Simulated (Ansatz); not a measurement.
# BaMg2SbAs: complex band structure, part 2 of 3

Wanted: the relaxed cell of BaMg2SbAs, its band edges and its decay constants. It is built by putting Sb for part of the As in the BaMg2As2 structure of space group P-3m1, with the volume rescaled by atomic radii. The parent structure comes from the Materials Project.

Ansatz 0.2.0; PBEsol DFT, plane waves, PAW files (the session's first sound run).

So far, gap on path (eV): step 3 (band edges) 0.793.

The structure was built from a prototype and need not be the compound's stable phase.

### 4. Decaying states in the gap, plane (001), k-mesh 6×6×4

This step: PBEsol DFT, plane waves, PAW files; complex bands by layer matching along the plane's normal (Ansatz 0.2.0).

The same crystal is laid in a cell whose first two vectors span the (001) plane (indices of the standard conventional cell, whose axes can be ordered otherwise than in the bulk input). At fixed energy and wavevector in the plane the solver finds all kz, real and complex. A few wavevectors are listed, (0, 0), (-0.5, 0) and (0.5, 0) (two of them one point) in units of the plane's reciprocal vectors; the slowest state needn't be among them.

Contents of input.yaml:

```yaml
crystal:
  lattice:
    - [4.613205644, 0.0, 0.0]
    - [2.306602822, 3.99515328, 0.0]
    - [0.0, 0.0, 7.857744524]
  atoms:
    - { symbol: Ba, position: [0.0, 0.0, 0.986420623] }
    - { symbol: Mg, position: [0.3333333333, 0.3333333333, 0.3861598016] }
    - { symbol: Mg, position: [0.6666666667, 0.6666666667, 0.6318298997] }
    - { symbol: As, position: [0.3333333333, 0.3333333333, 0.7309184282] }
    - { symbol: Sb, position: [0.6666666667, 0.6666666667, 0.2646712476] }
kpoints:
  mp_grid: { grid: [6, 6, 4] }
scf:
  occupations: { method: fixed }
hamiltonian:
  xc: pbesol
output:
  eigenvalues: true
  transmission:
    leads: [[0, 0]]
    kpoints: [[0.0, 0.0], [-0.5, 0.0], [0.5, 0.0]]
    e_range: [-1.0, 1.79]
    de: 0.07
```

The run is started by

```console
$ ansatz run input.yaml --threads 2 --pin off --max-ram 4096MiB --backend cpu --events-out ev --progress --plain --runs-dir out
```

Numbers of over 12 decimals in the logs are rounded to 6 here.

Output:

```text
[...]
Crystal: 5 atoms, lattice volume = 144.822 Å³
Basis set: ecut = 420 eV, 2865 PW (Γ)
Bands: 36, of which v1, the nominal top of the filled ones, is band 30 counted from 1 (29 counted from 0)
Symmetry: 6 space group operations
[...]
k-points: 24 of 144 (time reversal used)
[...]
SCF iter   1: F=—  HF=-20912.093541 eV  |F-HF|=—  |Δ(HF+E_count)|=         —  Δρ=2.80e-3  dr2=2.32e-2  ethr=1.77e-3  ⟨swp⟩=5.0  Hψ=3323  notcnv=0  defer=87
[...]
SCF iter   7: F=-20912.085694 eV  HF=-20912.085694 eV  |F-HF|=3.12e-8  |Δ(HF+E_count)|=   7.18e-8  Δρ=5.04e-6  dr2=5.86e-8  ethr=1.67e-10  ⟨swp⟩=10.2  Hψ=4695  notcnv=0
SCF 1 converged in 7 iterations: F = -20912.085694 eV  dr2 = 5.86e-8
[...]
transmission: 11 of 33 steps passed
transmission: 22 of 33 steps passed
transmission: 33 of 33 steps passed
SCF converged after 7 iterations
Free energy (F): -20912.085694 eV
[...]
Internal energy: -20912.085694 eV  (E = F + TS)
E sigma→0 (E₀):  -20912.085694 eV
Fermi energy:    7.191819 eV
[...]
--- Band table (eV; the first three rows and the last of 24) ---
  k-point 0: bands = [... 26 lower, 6.0067, 6.9922, 7.1918, 7.1918, 8.1897, 9.1794, 9.5286, 10.0269, ... 2 higher]
  k-point 1: bands = [... 26 lower, 6.0738, 6.1088, 7.0333, 7.0333, 8.6202, 9.4666, 9.9014, 9.9014, ... 2 higher]
  k-point 2: bands = [... 26 lower, 6.1627, 6.1627, 6.8630, 6.8630, 8.6794, 9.6554, 9.7967, 9.7967, ... 2 higher]
  k-point 23: bands = [... 26 lower, 4.7703, 5.1725, 5.7288, 5.8350, 9.3330, 9.3718, 10.6353, 11.1878, ... 2 higher]
--- Transmission ---
  basis      : 163 plane waves across, 11 finite elements along
  points     : 3, as listed
  energies   : 40 from -1.000000 to 1.730000 eV about the Fermi level, 0.070000 eV apart; the leads are filled to 0.396553 eV, and channels, transmission and decay are at 0.400000 eV
  crystal 0  : Mg2As1Ba1Sb1, at the sites [0, 0], period 7.8577 Å: whole cells are its period
    offset         : up to 0.0000 Å between an atom of the period and one for which it stands
    channels       : 0.000000e0 a spin
    conductance    : none, the energies end too early or step too widely for 300 K: set another output.transmission.e_range or a lower de, or, where they end at an eighth of basis.ecutwfc, a higher one
    slowest decay  : 0.0880 /Å at (0.0000, 0.0000)
```

It took 30 s on 2 threads of Arm Neoverse V2, shared host; peak memory 0.54 GiB.

This step gave:

* level to which the leads are filled: 0.3966 eV from the Fermi level
* decay constant at the filling level, zone centre: 0.08798 Å⁻¹
* decay constant at the filling level, slowest listed point: 0.088 Å⁻¹

K parallel (0, 0); values up to 1.5 1/Å, a degenerate pair printed once or twice; energies at which all values exceed this have no row. The Im kz of the slowest decaying states by energy, zero at the highest filled level on the SCF mesh:

```csv
energy (eV),decay 1 (Å⁻¹),decay 2 (Å⁻¹),decay 3 (Å⁻¹),decay 4 (Å⁻¹)
-1.00,0.0891,0.844,0.893,-
-0.79,0.183,0.820,0.869,-
-0.58,0.172,0.795,0.845,-
-0.44,0.129,0.777,0.828,-
-0.23,0.750,0.802,-,-
-0.02,0.0618,0.722,0.775,-
0.19,0.0815,0.180,0.692,0.746
0.40,0.0880,0.239,0.659,0.716
0.54,0.0865,0.263,0.636,0.696
0.75,0.0740,0.287,0.597,0.663
0.96,0.0333,0.301,0.554,0.629
1.17,0.307,0.501,0.592,-
1.31,0.308,0.455,0.566,-
1.52,0.172,0.306,0.465,0.523
1.73,0.179,0.299,0.476,0.497
```

K parallel (0, 0). Table of Re kz of states that move upwards by energy, zero at the highest filled level on the SCF mesh:

```csv
energy (eV),channel 1 (Å⁻¹),channel 2 (Å⁻¹),channel 3 (Å⁻¹)
-1.00,-0.186,-,-
-0.93,-0.174,-,-
-0.86,-0.162,-,-
-0.79,-0.150,-,-
-0.72,-0.137,-,-
-0.65,-0.125,-,-
-0.58,-0.112,-,-
-0.51,-0.0989,-,-
-0.44,-0.0849,-,-
-0.37,-0.0696,-,-
-0.23,-0.257,-0.257,-0.0278
-0.16,-0.201,-0.201,-
-0.09,-0.143,-0.143,-
-0.02,-0.0647,-0.0647,-
0.05,-,-,-
0.12,-,-,-
0.19,-,-,-
0.26,-,-,-
0.33,-,-,-
0.40,-,-,-
0.47,-,-,-
0.54,-,-,-
0.61,-,-,-
0.68,-,-,-
0.75,-,-,-
0.82,-,-,-
0.89,-,-,-
0.96,-,-,-
1.10,0.0608,-,-
1.17,0.0838,-,-
1.24,0.107,-,-
1.31,0.132,-,-
1.38,0.165,-,-
1.45,0.225,-,-
1.52,-,-,-
1.59,-,-,-
1.66,-,-,-
1.73,-,-,-
```

K parallel (-0.5, 0); values up to 1.5 1/Å, a degenerate pair printed once or twice; energies at which all values exceed this have no row. Im kz of the slowest decaying states against energy, zero at the highest filled level on the SCF mesh:

```csv
energy (eV),decay 1 (Å⁻¹),decay 2 (Å⁻¹),decay 3 (Å⁻¹),decay 4 (Å⁻¹)
-1.00,0.0475,0.294,0.649,1.26
-0.86,0.319,0.630,1.24,1.46
-0.72,0.340,0.610,1.21,1.45
-0.58,0.0677,0.359,0.589,1.19
-0.44,0.108,0.135,0.375,0.568
-0.30,0.133,0.194,0.388,0.547
-0.16,0.151,0.233,0.398,0.526
-0.02,0.164,0.261,0.403,0.509
0.12,0.174,0.282,0.396,0.500
0.26,0.181,0.299,0.375,0.503
0.40,0.187,0.312,0.339,0.517
0.47,0.190,0.315,0.317,0.528
0.61,0.195,0.250,0.326,0.560
0.75,0.130,0.203,0.332,0.622
0.89,0.220,0.337,0.707,1.29
1.03,0.0283,0.255,0.340,0.692
1.17,0.101,0.300,0.341,0.614
1.31,0.105,0.341,0.355,0.462
1.45,0.0949,0.340,0.383,0.865
1.59,0.0719,0.337,0.362,0.888
1.73,0.00505,0.332,0.341,0.903
```

K parallel (0.5, 0); values up to 1.5 1/Å, a degenerate pair printed once or twice; energies at which all values exceed this have no row. Table of Im kz of the slowest decaying states by energy, zero at the highest filled level on the SCF mesh:

```csv
energy (eV),decay 1 (Å⁻¹),decay 2 (Å⁻¹),decay 3 (Å⁻¹),decay 4 (Å⁻¹)
-1.00,0.0475,0.294,0.649,1.26
-0.86,0.319,0.630,1.24,1.46
-0.79,0.330,0.620,1.23,1.45
-0.65,0.0233,0.350,0.600,1.20
-0.58,0.0677,0.359,0.589,1.19
-0.44,0.108,0.135,0.375,0.568
-0.37,0.122,0.169,0.382,0.558
-0.23,0.143,0.215,0.394,0.537
-0.16,0.151,0.233,0.398,0.526
-0.02,0.164,0.261,0.403,0.509
0.12,0.174,0.282,0.396,0.500
0.19,0.178,0.291,0.388,0.500
0.33,0.184,0.306,0.359,0.509
0.40,0.187,0.312,0.339,0.517
0.54,0.192,0.286,0.322,0.542
0.61,0.195,0.250,0.326,0.560
0.75,0.130,0.203,0.332,0.622
0.89,0.220,0.337,0.707,1.29
0.96,0.235,0.339,0.700,1.28
1.10,0.0847,0.277,0.341,0.683
1.17,0.101,0.300,0.341,0.614
1.31,0.105,0.341,0.355,0.462
1.38,0.102,0.340,0.395,0.849
1.52,0.0853,0.338,0.372,0.878
1.59,0.0719,0.337,0.362,0.888
1.73,0.00505,0.332,0.341,0.903
```

At the listed wavevectors the last open channel is at -0.02 eV and the next at +0.82 eV on the grid. At +0.40 eV, the grid energy nearest the filling level (the middle of the gap on the SCF mesh), the slowest state at the listed wavevectors decays with κ = 0.088 Å⁻¹, its amplitude falling by e over 11 Å. Through 1 nm of this crystal that state's transmission falls by exp(−2 × 0.088 Å⁻¹ × 10 Å) = 0.17.

### 5. Decaying states in the gap, plane (100), k-mesh 6×4×6

The same for the (100) plane, at (0, 0) and (-0.5, 0), to see how the decay depends on direction.

Contents of input.yaml:

```yaml
crystal:
  lattice:
    - [4.613205644, 0.0, 0.0]
    - [0.0, 7.857744524, 0.0]
    - [2.306602822, 0.0, 3.99515328]
  atoms:
    - { symbol: Ba, position: [0.0, 0.986420623, 0.0] }
    - { symbol: Mg, position: [0.6666666667, 0.3861598016, 0.6666666667] }
    - { symbol: Mg, position: [0.3333333333, 0.6318298997, 0.3333333333] }
    - { symbol: As, position: [0.6666666667, 0.7309184282, 0.6666666667] }
    - { symbol: Sb, position: [0.3333333333, 0.2646712476, 0.3333333333] }
kpoints:
  mp_grid: { grid: [6, 4, 6] }
scf:
  occupations: { method: fixed }
hamiltonian:
  xc: pbesol
output:
  eigenvalues: true
  transmission:
    leads: [[0, 0]]
    kpoints: [[0.0, 0.0], [-0.5, 0.0]]
    e_range: [-1.0, 1.79]
    de: 0.06
```

Output:

```text
[...]
Crystal: 5 atoms, lattice volume = 144.822 Å³
Basis set: ecut = 420 eV, 2865 PW (Γ)
Bands: 36, of which v1, the nominal top of the filled ones, is band 30 counted from 1 (29 counted from 0)
Symmetry: 6 space group operations
[...]
k-points: 24 of 144 (time reversal used)
[...]
SCF iter   1: F=—  HF=-20912.093719 eV  |F-HF|=—  |Δ(HF+E_count)|=         —  Δρ=2.80e-3  dr2=2.33e-2  ethr=1.77e-3  ⟨swp⟩=5.1  Hψ=3259  notcnv=0  defer=87
[...]
SCF iter   7: F=-20912.085694 eV  HF=-20912.085694 eV  |F-HF|=2.49e-8  |Δ(HF+E_count)|=   6.60e-8  Δρ=5.04e-6  dr2=5.79e-8  ethr=1.67e-10  ⟨swp⟩=10.0  Hψ=4832  notcnv=0
SCF 1 converged in 7 iterations: F = -20912.085694 eV  dr2 = 5.79e-8
[...]
transmission: 5 of 10 steps passed
transmission: 10 of 10 steps passed
SCF converged after 7 iterations
Free energy (F): -20912.085694 eV
[...]
Internal energy: -20912.085694 eV  (E = F + TS)
E sigma→0 (E₀):  -20912.085694 eV
Fermi energy:    7.191827 eV
[...]
--- Band table (eV; the first three rows and the last of 24) ---
  k-point 0: bands = [... 26 lower, 6.0067, 6.9922, 7.1918, 7.1918, 8.1897, 9.1794, 9.5287, 10.0269, ... 2 higher]
  k-point 1: bands = [... 26 lower, 5.9252, 5.9540, 6.6645, 6.8636, 8.7789, 9.2293, 10.1116, 10.3115, ... 2 higher]
  k-point 2: bands = [... 26 lower, 5.2175, 5.7561, 6.0612, 6.3973, 8.2524, 9.8692, 10.7467, 10.8443, ... 2 higher]
  k-point 23: bands = [... 26 lower, 4.7703, 5.1725, 5.7288, 5.8350, 9.3330, 9.3718, 10.6352, 11.1878, ... 2 higher]
--- Transmission ---
  basis      : 321 plane waves across, 5 finite elements along
  points     : 2, as listed
[...]
channels       : 0.000000e0 a spin
[...]
slowest decay  : 0.0865 /Å at (0.0000, 0.0000)
```

Wall time 91 s (2 threads); peak memory 1 GiB; 2.6 min of CPU time.

This step gave:

* level to which the leads are filled: 0.3965 eV from the Fermi level
* decay constant at the filling level, zone centre: 0.08653 Å⁻¹
* decay constant at the filling level, slowest listed point: 0.0865 Å⁻¹

K parallel (0, 0); values up to 1.5 1/Å, a degenerate pair printed once or twice; energies at which all values exceed this have no row. Table of Im kz of the slowest decaying states by energy, zero at the highest filled level on the SCF mesh:

```csv
energy (eV),decay 1 (Å⁻¹),decay 2 (Å⁻¹),decay 3 (Å⁻¹),decay 4 (Å⁻¹)
-1.00,0.0883,0.104,0.327,0.379
-0.88,0.129,0.334,0.495,0.680
-0.70,0.153,0.344,0.521,0.639
-0.58,0.164,0.349,0.531,0.610
-0.46,0.172,0.354,0.538,0.581
-0.28,0.177,0.359,0.534,0.544
-0.16,0.0812,0.175,0.362,0.501
-0.04,0.168,0.363,0.466,0.545
0.02,0.0235,0.0565,0.180,0.364
0.08,0.0459,0.111,0.190,0.365
0.26,0.0763,0.187,0.210,0.366
0.38,0.0865,0.198,0.217,0.240
0.50,0.0917,0.189,0.239,0.260
0.68,0.0896,0.170,0.178,0.261
0.80,0.0791,0.172,0.272,0.288
0.92,0.0547,0.167,0.279,0.294
1.04,0.163,0.284,0.297,0.343
1.22,0.157,0.287,0.298,0.335
1.34,0.152,0.287,0.299,0.328
1.46,0.147,0.285,0.294,0.321
1.64,0.0436,0.138,0.251,0.269
1.76,0.0685,0.131,0.200,0.265
```

K parallel (0, 0). Table of Re kz of states that move upwards by energy, zero at the highest filled level on the SCF mesh:

```csv
energy (eV),channel 1 (Å⁻¹),channel 2 (Å⁻¹),channel 3 (Å⁻¹)
-1.00,-0.464,-0.220,-
-0.88,-0.596,-0.413,-0.199
-0.76,-0.500,-0.362,-0.179
-0.58,-0.392,-0.285,-0.148
-0.46,-0.329,-0.231,-0.127
-0.34,-0.268,-0.169,-0.103
-0.22,-0.205,-0.0945,-0.0537
-0.10,-0.132,-0.0555,-
0.02,-,-,-
0.08,-,-,-
0.20,-,-,-
0.32,-,-,-
0.44,-,-,-
0.56,-,-,-
0.68,-,-,-
0.86,-0.656,-,-
0.98,-0.568,-,-
1.10,-0.505,0.0710,-
1.22,-0.453,0.113,-
1.34,-0.405,0.151,-
1.52,-0.331,0.216,-
1.64,-,-,-
1.76,-,-,-
```

K parallel (-0.5, 0); values up to 1.5 1/Å, a degenerate pair printed once or twice; energies at which all values exceed this have no row. The Im kz of the slowest decaying states by energy, zero at the highest filled level on the SCF mesh:

```csv
energy (eV),decay 1 (Å⁻¹),decay 2 (Å⁻¹),decay 3 (Å⁻¹),decay 4 (Å⁻¹)
-1.00,0.343,0.705,0.881,1.28
-0.88,0.0982,0.139,0.375,0.700
-0.70,0.135,0.213,0.406,0.691
-0.58,0.147,0.241,0.420,0.685
-0.46,0.153,0.262,0.430,0.677
-0.28,0.157,0.285,0.440,0.666
-0.16,0.157,0.296,0.444,0.657
-0.04,0.154,0.304,0.446,0.648
0.02,0.152,0.308,0.446,0.643
0.08,0.149,0.311,0.447,0.638
0.26,0.136,0.318,0.446,0.623
0.38,0.124,0.321,0.444,0.612
0.50,0.108,0.323,0.442,0.600
0.68,0.0706,0.324,0.436,0.582
0.80,0.323,0.432,0.569,0.762
0.92,0.321,0.427,0.555,0.750
1.04,0.318,0.421,0.540,0.737
1.22,0.313,0.412,0.517,0.717
1.34,0.308,0.405,0.501,0.703
1.46,0.303,0.398,0.483,0.689
1.64,0.293,0.386,0.455,0.666
1.76,0.285,0.377,0.434,0.650
```

At the listed wavevectors the last open channel is at -0.04 eV and the next at +0.80 eV on the grid. At +0.38 eV, the grid energy nearest the filling level (the middle of the gap on the SCF mesh), the slowest state at the listed wavevectors decays with κ = 0.0865 Å⁻¹, its amplitude falling by e over 12 Å; the first such run, plane (001), gave 0.088 Å⁻¹.

### 6. Band edges at another level

This step: PBE DFT, plane waves, PAW files (Ansatz 0.2.0).

The edges again with PBE, at the same atoms.

Contents of input.yaml:

```yaml
crystal:
  lattice:
    - [4.6132056436, 0.0, 0.0]
    - [-2.3066028218, 3.9951532803, 0.0]
    - [0.0, 0.0, 7.8577445241]
  atoms:
    - { symbol: Ba, position: [0.0, 0.0, -0.013579377] }
    - { symbol: Mg, position: [0.6666666667, 0.3333333333, 0.3861598016] }
    - { symbol: Mg, position: [0.3333333333, 0.6666666667, 0.6318298997] }
    - { symbol: As, position: [0.6666666667, 0.3333333333, 0.7309184282] }
    - { symbol: Sb, position: [0.3333333333, 0.6666666667, 0.2646712476] }
kpoints:
  mp_grid: { grid: [6, 6, 4] }
  band_path: { path: [VBM, CBM], npoints: 30 }
scf:
  occupations: { method: fixed }
hamiltonian:
  xc: pbe
output:
  eigenvalues: true
```

Output:

```text
[...]
Crystal: 5 atoms, lattice volume = 144.822 Å³
Basis set: ecut = 420 eV, 2865 PW (Γ)
Bands: 36, of which v1, the nominal top of the filled ones, is band 30 counted from 1 (29 counted from 0)
Symmetry: 6 space group operations
[...]
k-points: 24 of 144 (time reversal used)
[...]
SCF iter   1: F=—  HF=-21142.038040 eV  |F-HF|=—  |Δ(HF+E_count)|=         —  Δρ=1.54e-3  dr2=9.76e-3  ethr=1.77e-3  ⟨swp⟩=5.0  Hψ=3160  notcnv=0  defer=86
[...]
SCF iter   8: F=-21142.033274 eV  HF=-21142.033274 eV  |F-HF|=1.09e-8  |Δ(HF+E_count)|=  7.24e-10  Δρ=2.99e-6  dr2=3.95e-8  ethr=1.67e-10  ⟨swp⟩=11.3  Hψ=4387  notcnv=0
SCF 1 converged in 8 iterations: F = -21142.033274 eV  dr2 = 3.95e-8
[...]
SCF converged after 8 iterations
Free energy (F): -21142.033274 eV
[...]
Internal energy: -21142.033274 eV  (E = F + TS)
E sigma→0 (E₀):  -21142.033274 eV
Fermi energy:    7.304481 eV
[...]
--- Band table (eV; the first three rows and the last of 24) ---
  k-point 0: bands = [... 26 lower, 6.1227, 7.1037, 7.3045, 7.3045, 8.3664, 9.3463, 9.7024, 10.1743, ... 2 higher]
  k-point 1: bands = [... 26 lower, 6.1893, 6.2456, 7.1475, 7.1475, 8.7734, 9.6347, 10.0511, 10.0511, ... 2 higher]
  k-point 2: bands = [... 26 lower, 6.2774, 6.2774, 6.9790, 6.9790, 8.8345, 9.8159, 9.9472, 9.9472, ... 2 higher]
  k-point 23: bands = [... 26 lower, 4.9083, 5.3118, 5.8471, 5.9530, 9.4949, 9.5368, 10.8088, 11.3496, ... 2 higher]
```

Run time: 36 s. Hardware: 2 threads; peak memory 0.42 GiB.

Numbers from this step:

* free energy: -21142.0333 eV
* Fermi energy: 7.304 eV
* gap on the k-mesh: 0.8548 eV
* gap on path: 0.8548 eV, by band count; negative where bands overlap
* direct gap on path: 1.062 eV

The electronic bands at the labelled points (eV, zero at the Fermi level (highest filled level under fixed occupations); v1 is the highest filled band, c1 the lowest empty one):

```csv
point,v4,v3,v2,v1,c1,c2,c3,c4
VBM,-1.18,-0.20,0.00,0.00,1.06,2.04,2.40,2.87
halfway,-1.78,-1.35,-0.83,-0.58,1.42,2.36,3.41,3.42
CBM,-1.67,-1.52,-1.52,-0.97,0.85,2.96,3.22,4.11
```

The searched edges give 0.855 eV, as on the mesh.

Between step 3 and this run (PBE) the value for the gap on path moves from 0.793 eV to 0.855 eV.

(Continued in part 3 of 3.)

[Logs are printed without paths, hosts, clocks, repeated set-up lines and the standing remarks that a program may print on its own settings, such as how far it seeks lower states.]

[Hosts, paths, dates, database ids (printed as entryN), source tags and the programs' standing remarks are cut or masked in the printed files.]
